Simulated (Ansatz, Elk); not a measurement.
# YFeRu: X-ray structure factors from the self-consistent density, part 2 of 2

The structure of YFeRu used here is made up (a known structure type with other elements) and was relaxed beforehand with PBE. The aim is the Fourier transform of its all-electron density, F(hkl), set beside the sum over free spherical atoms that refinements use.

Elk 11.2.3 (patched build); all-electron DFT.

So far: The starting structure; Ground state and structure factors; The magnetisation density.

The structure was built from a prototype and need not be the compound's stable phase.

## Step 4: The highest occupied states alone

Level of this step: DFT, PBE, all-electron APW+lo, Dirac cores, scalar-relativistic bands, static density, ferromagnetic start (Elk).

An energy window below the Fermi level keeps the highest occupied states, to see at which angles they scatter; shallow core shells can lie inside it and anion s states outside. No new self-consistency is needed.

The input, elk.in:

```
tasks
  195

xctype
  20

spinpol
  .true.

rgkmax
  7.0

gmaxvr
  14.0

lmaxo
  7

lmaxapw
  8

swidth
  0.002

tshift
  .false.

ramdisk
  .false.

hmaxvr
  5.5

maxscl
  120

epspot
  1e-06

reducebf
  0.8

wsfac
  -0.221680 0.629560

sppath
  './'

avec
  -4.87330453316 5.08498764731 6.98351562868
  4.87330453316 -5.08498764731 6.98351562868
  4.87330453316 5.08498764731 -6.98351562868

atoms
  3
  'Ru.in'
  2
  0.5000000000 0.5000000000 0.0000000000   0.000000 0.000000 0.000000
  -0.0000000000 0.5000000000 0.5000000000   0.000000 0.000000 0.000000
  'Y.in'
  2
  0.8750079450 0.1250079450 0.7500000000   0.000000 0.000000 0.000000
  0.1249920550 0.8749920550 0.2500000000   0.000000 0.000000 0.000000
  'Fe.in'
  2
  0.5000000000 0.5000000000 0.5000000000   0.000000 0.000000 -0.115000
  0.5000000000 -0.0000000000 -0.0000000000   0.000000 0.000000 -0.115000

ngridk
  5 5 5
```

Launch:

```bash
> OMP_NUM_THREADS=4 elk
```

Numbers of over 12 decimals in the logs are rounded to 6 here.

Log:

```text
┌─────────────────────────────────┐
│ Elk code version 11.2.3 started │
└─────────────────────────────────┘

Info(readinput): the functional depends on the density's gradient
 muffin-tin radial points multiplied by    2.00000
 (not where nrmtscf is given)

┌────────────────────┐
│ Current task : 195 │
└────────────────────┘
Info(checkmt): changed muffin-tin radius of species 1 (Ru) from   2.6000 to   2.5133
Info(checkmt): changed muffin-tin radius of species 3 (Fe) from   2.4000 to   2.3960

Info(sfacrho): density structure factors written to SFACRHO.OUT

 Energy window :  -0.2216800000      0.6295600000

┌──────────────────┐
│ Elk code stopped │
└──────────────────┘
```

It took 20 s on 4 threads of Arm Neoverse V1, shared host; peak memory 0.29 GiB; 32 s of CPU time.

States within 15 eV below the Fermi level hold 38.00 electrons; any levels below the window count with the cores. Their amplitudes can exceed the total, where window and core parts have opposite phase:

```csv
hkl,sin θ/λ (Å⁻¹),"abs F, window","abs F, all"
011,0.115,10.801,2.451
101,0.118,9.307,30.757
110,0.134,0.000,0.000
002,0.135,1.770,32.440
020,0.186,2.717,32.064
112,0.191,0.108,61.909
200,0.194,2.581,91.570
121,0.220,4.282,109.486
013,0.223,7.164,80.231
103,0.225,3.995,108.619
```

## Step 5: Another functional

The difference from free atoms is small, so it is set against the change that LDA (Perdew-Wang) makes.

Edit elk.in of step 4 so:

```diff
@@ -1,6 +1,8 @@
 tasks
+  0
   195
+  196
 
 xctype
-  20
+  3
 
@@ -42,5 +44,2 @@
 
-wsfac
-  -0.221680 0.629560
-
 sppath
```

Launch:

```bash
> OMP_NUM_THREADS=4 elk
```

Log:

```text
┌─────────────────────────┐
│ Elk code version 11.2.3 │
└─────────────────────────┘

All units are atomic (Hartree, Bohr, etc.)

┌─────────────────────────────────────────────────┐
│ Ground-state run starting from atomic densities │
└─────────────────────────────────────────────────┘

Lattice vectors :
  -4.873304533       5.084987647       6.983515629
   4.873304533      -5.084987647       6.983515629
   4.873304533       5.084987647      -6.983515629

Reciprocal lattice vectors :
  0.2486251685E-16  0.6178171652      0.4498583265
[...]
total calculated charge     :    217.9998691
 total charge                :    218.0000000
 error                       :   0.1309295182E-03

Moments :
 interstitial                :  -0.2401593540
 muffin-tins
  species : 1 (Ru)
[...]
species : 2 (Y)
[...]
species : 3 (Fe)
   atom 1                    :    2.090306106
   atom 2                    :    2.090306106
 total in muffin-tins        :    4.408379755
 total moment                :    4.168220401

┌──────────────────────────────┐
│ Self-consistent loop stopped │
└──────────────────────────────┘

Wrote STATE.OUT
[key lines of the parts left out:]
total energy                :     -18359.902497862
```

The job ended after 6.1 min (4 threads; peak memory 0.46 GiB).

Against the first run R = 0.03 %; the largest change is -0.051 at 033. The moment goes from 4.49 to 4.17 μB.

## Step 6: Basis size

A smaller basis shows how fast F responds to it; the change is likely larger than the basis error of the first run, but doesn't show convergence.

Edit elk.in of step 5 so:

```diff
@@ -6,3 +6,3 @@
 xctype
-  3
+  20
 
@@ -12,3 +12,3 @@
 rgkmax
-  7.0
+  5.5
```

Launch:

```bash
> OMP_NUM_THREADS=4 elk
```

Log:

```text
┌─────────────────────────┐
│ Elk code version 11.2.3 │
└─────────────────────────┘

All units are atomic (Hartree, Bohr, etc.)

┌─────────────────────────────────────────────────┐
│ Ground-state run starting from atomic densities │
└─────────────────────────────────────────────────┘

Lattice vectors :
  -4.873304533       5.084987647       6.983515629
   4.873304533      -5.084987647       6.983515629
   4.873304533       5.084987647      -6.983515629

Reciprocal lattice vectors :
  0.2486251685E-16  0.6178171652      0.4498583265
[...]
total calculated charge     :    218.0004774
 total charge                :    218.0000000
 error                       :   0.4773677186E-03

Moments :
 interstitial                :  -0.3156396275
 muffin-tins
  species : 1 (Ru)
[...]
species : 2 (Y)
[...]
species : 3 (Fe)
   atom 1                    :    2.303846976
   atom 2                    :    2.303846976
 total in muffin-tins        :    4.869187953
 total moment                :    4.553548325

┌──────────────────────────────┐
│ Self-consistent loop stopped │
└──────────────────────────────┘

Wrote STATE.OUT
[key lines of the parts left out:]
total energy                :     -18380.506817088
```

It took 8.2 min on 4 threads; peak memory 0.61 GiB.

Against the first run R = 0.06 %; the largest change is +0.202 at 040. The moment goes from 4.49 to 4.55 μB.

## Step 7: Settings against the effect

| run | R against the first run (%) | R against neutral atoms, low angle (%) | wall time |
| --- | --- | --- | --- |
| PBE, rgkmax 7 | 0.00 | 0.73 | 8.6 min |
| LDA (Perdew-Wang) | 0.03 | 0.75 | 6.1 min |
| rgkmax 5.5 | 0.06 | 0.78 | 8.2 min |

## Step 8: Summary of results

| Quantity | Value |
| --- | --- |
| R against neutral atoms, sin θ/λ < 0.3 Å⁻¹ | 0.73 % |
| R against neutral atoms, 0.3 to 0.64 Å⁻¹ | 0.25 % |

Independent neutral atoms miss the calculated amplitudes by R = 0.73 % below 0.3 Å⁻¹ and 0.25 % from there to 0.64 Å⁻¹; by shells, 1.11 % below 0.15 Å⁻¹ (3 forms), 0.71 % 0.15 to 0.3 (15 forms), 0.28 % 0.3 to 0.45 (36 forms), 0.23 % above 0.45 (85 forms). Bonding, aspherical density and the tables' own atoms all enter these figures, and the runs don't part them. The largest change of an amplitude is -0.99 electrons, at 202. The magnetic order is that of the start. No other order was tried here, and an antiferromagnetic one would change or move the magnetic intensity. The window's part falls from 38.0 electrons at the origin to at most 2.34 between 0.45 and 0.64 Å⁻¹, where compact states inside the window still scatter. Below 0.3 Å⁻¹ the changes that finished (LDA (Perdew-Wang) and rgkmax 5.5) move F by R = 0.07 % at most, against the 0.73 % that separates it from free atoms. The magnetic factors move by R = 9.7 % (LDA (Perdew-Wang)) and 1.9 % (rgkmax 5.5), so they aren't settled to better than that. The k-mesh has no finished test. Part of the difference isn't bonding: the tables are fits to free atoms and ions calculated by other methods than this functional. Thermal motion, anomalous dispersion and extinction are left out.

[Logs are printed without paths, hosts, clocks, repeated set-up lines and the standing remarks that a program may print on its own settings, such as how far it seeks lower states.]

[Hosts, paths, dates, database ids (printed as entryN), source tags and the programs' standing remarks are cut or masked in the printed files.]
